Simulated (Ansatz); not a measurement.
# V2CO2 monolayer: from the cell to its phonons, part 3 of 3

Wanted: phonon frequencies of V2CO2 monolayer and what follows from them.

Ansatz 0.2.0; DFT PBEsol, scalar-relativistic, plane waves, PAW; PAW set soft_1.

So far. Step 3 (Relaxing to small forces for the phonons): The largest force component left is 0.055 meV/Å, within the tolerances set. Step 4 (Modes at Γ): Before it was imposed, the acoustic sum rule was missed by 1.5e-4 eV/Å². Small misses are needed for a sound result but don't prove that mesh and cutoff are converged. The lowest optical mode is real, 106 cm⁻¹.

## 5. Response at finite wavevector

Stability and thermal properties need the whole zone. Linear response on a 4×4×1 q mesh gives force constants as far as a supercell of that size would.

The input, input.yaml:

```yaml
crystal:
  lattice:
    - [2.8646122498, 0.0, 0.0]
    - [-1.4323061249, 2.4808269803, 0.0]
    - [0.0, 0.0, 32.6]
  atoms:
    - { symbol: C, position: [0.0, 0.0, 0.3067484663] }
    - { symbol: V, position: [0.3333333333, 0.6666666667, 0.3428885828] }
    - { symbol: V, position: [0.6666666667, 0.3333333333, 0.2706083498] }
    - { symbol: O, position: [0.6666666667, 0.3333333333, 0.3739314977] }
    - { symbol: O, position: [0.3333333333, 0.6666666667, 0.2395654348] }
  periodic: [true, true, false]
kpoints:
  mp_grid: { grid: [20, 20, 1] }
hamiltonian:
  xc: pbesol
  pseudopotentials: { kind: paw, azcp: { folder: soft_1 }, xc_functional: pbe }
scf:
  occupations: { method: methfessel_paxton, width: 0.2 }
output:
  eigenvalues: true
phonons:
  method: dfpt
  qmesh: [4, 4, 1]
  temperatures: { t_max: 1000, t_step: 50 }
  qpath:
    path:
      - [0.0, 0.0, 0.0]
      - [0.5, 0.0, 0.0]
      - [0.33333333, 0.33333333, 0.0]
      - [0.0, 0.0, 0.0]
    npoints: 10
```

Command:

```console
> ansatz run input.yaml --threads 4 --pin off --max-ram 16384MiB --backend cpu --events-out ev --progress --plain --runs-dir out
```

Numbers of over 12 decimals in the logs are rounded to 6 here.

Output:

```text
[...]
Crystal: 5 atoms, lattice volume = 231.675 Å³
Basis set: ecut = 420 eV, 4513 PW (Γ), exchange–correlation on 40×40×450 points (8 copies of the dense FFT grid, shifted against one another)
Bands: 26, of which v1, the nominal top of the filled ones, is band 21 counted from 1 (20 counted from 0)
Symmetry: 12 space group operations
k-points: 44 of 400 (irreducible under 6 space group operations, time reversal used)
[...]
SCF iter   1: F=—  HF=-7147.582614 eV  |F-HF|=—  |Δ(HF+E_count)|=         —  Δρ=1.04e-1  dr2=2.83e1  ethr=3.10e-3  ⟨swp⟩=8.8  Hψ=7955  notcnv=0
[...]
SCF iter  13: F=-7141.516459 eV  HF=-7141.516459 eV  |F-HF|=1.31e-10  |Δ(HF+E_count)|=   2.57e-9  S|Δr|=    0.00e0  Δρ=1.68e-8  dr2=5.75e-13  ethr=1.00e-12  ⟨swp⟩=17.0  Hψ=10605  notcnv=0
SCF 1 converged in 13 iterations: F = -7141.516459 eV  dr2 = 5.75e-13
[...]
phonons: the bands overlap, so this run is a metal and interpolates without the dipole-dipole term. If the crystal is really an insulator or semiconductor, its LO-TO splitting is missing
NSCF: frozen V_eff on 44 k-points
[...]
DFPT response loops at q = (0, 0, 0) (fractional): preconditioner auto → none (partly filled bands, converged f_vac=0.780); β = 0.50; Broyden in place of MSR1
[...]
SCF converged after 13 iterations
[...]
Free energy (F): -7141.516459 eV
[...]
Internal energy: -7141.519272 eV  (E = F + TS)
E sigma→0 (E₀):  -7141.517163 eV
Entropy (-TS):   0.002812 eV (0.562 meV/atom)
Fermi energy:    -6.589709 eV
[...]
--- Band table (eV; the first three rows and the last of 44) ---
  k-point 0: bands = [... 17 lower, -8.1718, -7.4425, -7.4425, -7.3458, -7.3458, -6.2460, -6.2224, -6.2224, ... 1 higher]
  k-point 1: bands = [... 17 lower, -8.1119, -7.9598, -7.8639, -7.0573, -6.9480, -6.2883, -6.1949, -6.0739, ... 1 higher]
  k-point 2: bands = [... 17 lower, -8.6617, -8.3039, -8.0133, -7.0308, -6.6359, -6.1629, -6.0477, -5.8621, ... 1 higher]
  k-point 43: bands = [... 17 lower, -10.8016, -10.2534, -10.0629, -6.3871, -6.0767, -6.0406, -4.9797, -4.9544, ... 1 higher]
--- Phonons (Γ-DFPT): 10 representative perturbations + reference (Σ response iterations 47) ---
  ASR residual: 1.836e-5 → 0.000e0 eV/Å²; symmetrization residual: 2.387e-6 eV/Å²
[...]
ASR residual per site (eV/Å²): 3.74e-6 1.84e-5 1.73e-5 1.48e-5 5.55e-6
[...]
--- Phonons (arbitrary-q DFPT): 4 irreducible q on the 4×4×1 mesh ---
  q = [0.0000, 0.0000, 0.0000] (star 1, of the zone-centre solve; hermiticity 1.82e-7, symmetrization 2.66e-13, taken by the last average 1.88e-7): -0.00 0.00 0.00 105.37 105.37 299.78 324.12 324.12 367.87 367.87 596.75 599.96 654.84 654.84 760.47
  q = [0.0000, 0.2500, 0.0000] (star 6, 15 solved perturbations on 210 of 400 k-point pairs; hermiticity 3.09e-7, symmetrization 5.64e-9, taken by the last average 2.49e-7): 92.55 113.14 176.14 207.56 250.62 266.15 356.34 364.22 372.66 431.53 554.07 564.76 642.31 693.77 755.71
[...]
q = [0.2500, 0.2500, 0.0000] (star 6, 10 solved perturbations in 3050 linear systems a pass and spin channel, the states on 400 of 400 k-point pairs; hermiticity 2.23e-7, symmetrization 5.19e-11, taken by the last average 2.29e-7): 120.30 150.81 177.75 212.44 241.97 275.66 391.20 403.61 433.02 439.13 526.36 527.02 644.03 723.48 738.02
  sum rule: each row above includes the acoustic sum rule's correction from the zone centre's row sums; it moved no ω² by more than (0.50 cm⁻¹)²
  mesh force constants: q→R imaginary residual 2.44e-18; ASR residual 1.836e-5 → 0.000e0 eV/Å²; symmetrization residual 1.066e-14 eV/Å²
  interpolated dispersion: 31 rows × 15 modes
  density of states and harmonic sums: on the 28×28×1 q-mesh, interpolated from the force constants of a 4×4×1 supercell (no non-analytic term)
  largest difference from the sums on the solved wave vectors: F 3.31e-2 eV, S 4.56e-5 and C_V 1.25e-5 eV/K
  zero-point energy: 0.366260 eV/cell   skipped modes (ω ≤ 0): 7, of them read as no rigid motion or as one in doubt: 4 (3.827e-2 modes/cell left out, lowest -20.17 cm⁻¹)   left out of the sums: 2.81e-3 of the cell's modes: C_V's classical limit lies that fraction below 3 k_B per atom; for a crystal, a wire or a layer, F and S can be off by more, and a phonons.interpolated_qmesh denser along its periods is the remedy for the sampling
```

It took 31 min on 4 threads of Arm Neoverse V1, shared host; peak memory 5 GiB.

This step gave:

```
sum-rule residual before enforcement                    : 1.84e-5 eV/Å²
lowest frequency on the path                            : -19.79 cm⁻¹
highest frequency on the path or at a solved wavevector : 765.3 cm⁻¹
lowest optical zone-centre mode                         : 105.4 cm⁻¹
lowest mode on the q mesh (acoustic modes at Γ apart)   : 71.32 cm⁻¹
```

Frequencies (cm⁻¹) solved at each irreducible wavevector; negative means imaginary. Frequencies by wavevector, by row:

| q in reciprocal lattice units | star | mode 1 | mode 2 | mode 3 | mode 4 | mode 13 | mode 14 | mode 15 |
| --- | --- | --- | --- | --- | --- | --- | --- | --- |
| 0 0 0 | 1 | 0 | 0 | 0 | 105.4 | 654.8 | 654.8 | 760.5 |
| 0 0.25 0 | 6 | 92.5 | 113.1 | 176.1 | 207.6 | 642.3 | 693.8 | 755.7 |
| 0 -0.5 0 | 3 | 71.3 | 135 | 193.5 | 224.6 | 644.6 | 720.6 | 765.3 |
| 0.25 0.25 0 | 6 | 120.3 | 150.8 | 177.8 | 212.4 | 644 | 723.5 | 738 |

Interpolated from a 4×4×1 q mesh. The phonon branches at the labelled points (cm⁻¹):

| point | branch 1 | branch 2 | branch 3 | branch 4 | branch 12 | branch 13 | branch 14 | branch 15 |
| --- | --- | --- | --- | --- | --- | --- | --- | --- |
| Γ | 0 | 0 | 0 | 105 | 600 | 655 | 655 | 760 |
| halfway | 92 | 113 | 176 | 208 | 565 | 642 | 694 | 756 |
| M | 71 | 135 | 194 | 225 | 535 | 645 | 721 | 765 |
| halfway | 114 | 132 | 178 | 218 | 524 | 650 | 718 | 748 |
| K | 146 | 146 | 171 | 212 | 514 | 687 | 687 | 732 |
| halfway | 125 | 138 | 150 | 243 | 551 | 636 | 707 | 751 |
| Γ | 0 | 0 | 0 | 105 | 600 | 655 | 655 | 760 |

The phonon density of states has structure finer than the step of the table below, so its rows give means over 25 cm⁻¹, whole bins alone (the curve runs from -25 to 765 cm⁻¹). Peaks (cm⁻¹: height): 225.0: 0.0435, 265.0: 0.0699, 365.0: 0.0502, 535.0: 0.0527, 645.0: 0.0555, 715.0: 0.0418, 755.0: 0.0540.

Tetrahedra on a 28×28×1 mesh, mean over bins of 10 cm-1. Interpolated from a 4×4×1 q mesh. Phonon density of states against wavenumber; means over each step:

wavenumber (cm⁻¹), phonon density of states (1/cm⁻¹/cell) and a bar:
```
        0     0.0011 
       25     0.0014 
       50     0.0027 #
       75     0.0131 #########
      100     0.0215 ###############
      125     0.0252 #################
      150     0.0302 #####################
      175     0.0250 #################
      200     0.0174 ############
      225     0.0312 ######################
      250     0.0269 ##################
      275     0.0400 ############################
      300     0.0035 ##
      325     0.0062 ####
      350     0.0178 ############
      375     0.0431 ##############################
      400     0.0324 ######################
      425     0.0277 ###################
      450     0.0272 ###################
      475     0.0057 ###
      500     0.0023 #
      525     0.0318 ######################
      550     0.0298 #####################
      575     0.0125 ########
      600     0.0036 ##
      625     0.0093 ######
      650     0.0298 #####################
      675     0.0077 #####
      700     0.0148 ##########
      725     0.0223 ###############
      750     0.0302 #####################
```

The partial phonon density of states has structure finer than the step of the table below, so its rows give means over 50 cm⁻¹, whole bins alone (the curve runs from -28.4 to 798 cm⁻¹). Peaks (cm⁻¹: height): C 641.9: 0.0452, 719.9: 0.0349, 756.3: 0.0388; O 262.6: 0.0121, 371.7: 0.0460, 439.3: 0.0346, 532.8: 0.0352; V 143.1: 0.0326, 174.3: 0.0277, 221.0: 0.0376, 262.6: 0.0423, 538.0: 0.00925.

Phonopy on the run's constants, 21x21x1 mesh, Gaussian sigma 5.9 cm-1. Interpolated from a 4×4×1 q mesh. Partial phonon density of states against wavenumber; means over each step; values in 1/cm⁻¹/cell:

| wavenumber (cm⁻¹) | C | O | V |
| --- | --- | --- | --- |
| 0 | 7.7e-5 | 2.0e-4 | 7.7e-4 |
| 50 | 1.9e-4 | 4.8e-4 | 0.00356 |
| 100 | 3.0e-4 | 8.0e-4 | 0.0199 |
| 150 | 5.2e-4 | 9.7e-4 | 0.0266 |
| 200 | 4.4e-4 | 0.00144 | 0.0220 |
| 250 | 6.0e-4 | 0.00612 | 0.0262 |
| 300 | 1.4e-4 | 0.00269 | 0.00672 |
| 350 | 1.0e-4 | 0.0207 | 0.00172 |
| 400 | 3.2e-4 | 0.0306 | 0.00162 |
| 450 | 2.3e-4 | 0.0231 | 5.1e-4 |
| 500 | 1.2e-4 | 0.00586 | 0.00128 |
| 550 | 3.5e-4 | 0.0224 | 0.00609 |
| 600 | 1.9e-4 | 0.00331 | 0.00102 |
| 650 | 0.0201 | 4.3e-4 | 9.0e-4 |
| 700 | 0.0157 | 2.9e-4 | 4.3e-4 |
| 750 | 0.0205 | 6.3e-4 | 7.0e-4 |

Symmetry leaves 4 wavevectors to solve. The lowest mode among them, the acoustic zeros apart, lies at q = (0, -0.5, 0) and is real, 71.3 cm⁻¹. Between them the interpolated path dips to 20i cm⁻¹.

## 6. Another isotope, element C, natural mass 12.011 amu

An isotope changes the mass and not the force constants, so no new electronic calculation is needed; the shifts show which modes move this element.

The same force constants with the mass of C changed from 12.011 to 13.003 u (phonopy, no LO-TO term). Both lists are sorted by frequency; levels can cross, so a row need not hold one and the same mode. Modes under 3 cm⁻¹ are left out. Isotope shifts, by row, the first 40 of 57 rows:

| q | rank | natural mass (cm⁻¹) | changed mass (cm⁻¹) |
| --- | --- | --- | --- |
| 0 0 0 | 4 | 105.4 | 105.4 |
| 0 0 0 | 5 | 105.4 | 105.4 |
| 0 0 0 | 6 | 299.8 | 299.8 |
| 0 0 0 | 7 | 324.1 | 324.1 |
| 0 0 0 | 8 | 324.1 | 324.1 |
| 0 0 0 | 9 | 367.9 | 367.9 |
| 0 0 0 | 10 | 367.9 | 367.9 |
| 0 0 0 | 11 | 596.8 | 596.8 |
| 0 0 0 | 12 | 600 | 600 |
| 0 0 0 | 13 | 654.8 | 631.5 |
| 0 0 0 | 14 | 654.8 | 631.5 |
| 0 0 0 | 15 | 760.5 | 733.4 |
| 0 0.25 0 | 1 | 92.55 | 92.53 |
| 0 0.25 0 | 2 | 113.1 | 112.9 |
| 0 0.25 0 | 3 | 176.1 | 175.8 |
| 0 0.25 0 | 4 | 207.6 | 207.5 |
| 0 0.25 0 | 5 | 250.6 | 250.3 |
| 0 0.25 0 | 6 | 266.1 | 265.9 |
| 0 0.25 0 | 7 | 356.3 | 356.3 |
| 0 0.25 0 | 8 | 364.2 | 364.2 |
| 0 0.25 0 | 9 | 372.7 | 372.3 |
| 0 0.25 0 | 10 | 431.5 | 431.5 |
| 0 0.25 0 | 11 | 554.1 | 554 |
| 0 0.25 0 | 12 | 564.8 | 564.7 |
| 0 0.25 0 | 13 | 642.3 | 618.9 |
| 0 0.25 0 | 14 | 693.8 | 668.4 |
| 0 0.25 0 | 15 | 755.7 | 728.8 |
| 0 -0.5 0 | 1 | 71.32 | 71.32 |
| 0 -0.5 0 | 2 | 135 | 135 |
| 0 -0.5 0 | 3 | 193.5 | 193.3 |
| 0 -0.5 0 | 4 | 224.6 | 224.3 |
| 0 -0.5 0 | 5 | 261 | 261 |
| 0 -0.5 0 | 6 | 282.4 | 282 |
| 0 -0.5 0 | 7 | 371.6 | 371.6 |
| 0 -0.5 0 | 8 | 391.9 | 391.8 |
| 0 -0.5 0 | 9 | 457 | 457 |
| 0 -0.5 0 | 10 | 470.7 | 470.3 |
| 0 -0.5 0 | 11 | 534 | 534 |
| 0 -0.5 0 | 12 | 534.9 | 534 |
| 0 -0.5 0 | 13 | 644.6 | 620.4 |

A mode of this element alone would shift by -3.89 %. The highest zone-centre frequency without the field goes from 760.5 to 733.4 cm⁻¹ (-3.6 %). The product of the frequency ratios over all optical modes at Γ is 0.897; the product rule, (m/m′)^(3k/2) (M′/M)^(3/2) with k = 1 such atoms and M the mass of the cell, gives 0.897.

## 7. Isotope substitution, element O, natural mass 15.999 amu

The same for O, from 16.00 to 18.00 u.

A mode of this element alone would shift by -5.72 %. The highest zone-centre frequency without the field goes from 760.5 to 759.8 cm⁻¹ (-0.1 %). The product of the frequency ratios over all optical modes at Γ is 0.731; the product rule, (m/m′)^(3k/2) (M′/M)^(3/2) with k = 2 such atoms and M the mass of the cell, gives 0.731.

## 8. Summary of results

* space group after relaxation (within 0.01 Å): P-3m1
* area per atom: 1.42 Å²
* electronic character: no gap on this mesh
* highest optical mode at the zone centre (no LO-TO term): 760 cm⁻¹
* lowest optical zone-centre mode: 106 cm⁻¹
* lowest mode on the q mesh (acoustic modes at Γ apart): 71.3 cm⁻¹
* highest frequency on the path or at a solved wavevector: 765 cm⁻¹
* imaginary modes on the 4×4×1 q mesh: none

**Reading.** No mode is imaginary at the 4 irreducible wavevectors solved, but between them the interpolated path dips to 19.8i cm⁻¹, so stability is not settled. The optical modes at Γ span 106 to 760 cm⁻¹. The highest mode in this list at Γ, 760.5 cm⁻¹, is mostly motion of C (92 % of the kinetic energy). The interpolated path dips to 20i cm⁻¹ between the solved wavevectors, which may come from the interpolation; a denser q mesh would tell. With no gap, or one that is small against the smearing, the frequencies hang on the k mesh and the smearing, most of all near Kohn anomalies. The phonon runs are without spin polarisation, although V often carries a moment. In a sheet or slab the interpolated bending branch near Γ is rough, since the rotational sum rule isn't imposed. The PAW files were made for PBE and serve the other functionals too. The starting cell was built on a prototype and not taken from a measurement. These are harmonic frequencies at zero temperature: anharmonic shifts, linewidths and thermal expansion are left out.

[Logs are printed without paths, hosts, clocks, repeated set-up lines and the standing remarks that a program may print on its own settings, such as how far it seeks lower states.]

[Hosts, paths, dates, database ids (printed as entryN), source tags and the programs' standing remarks are cut or masked in the printed files.]
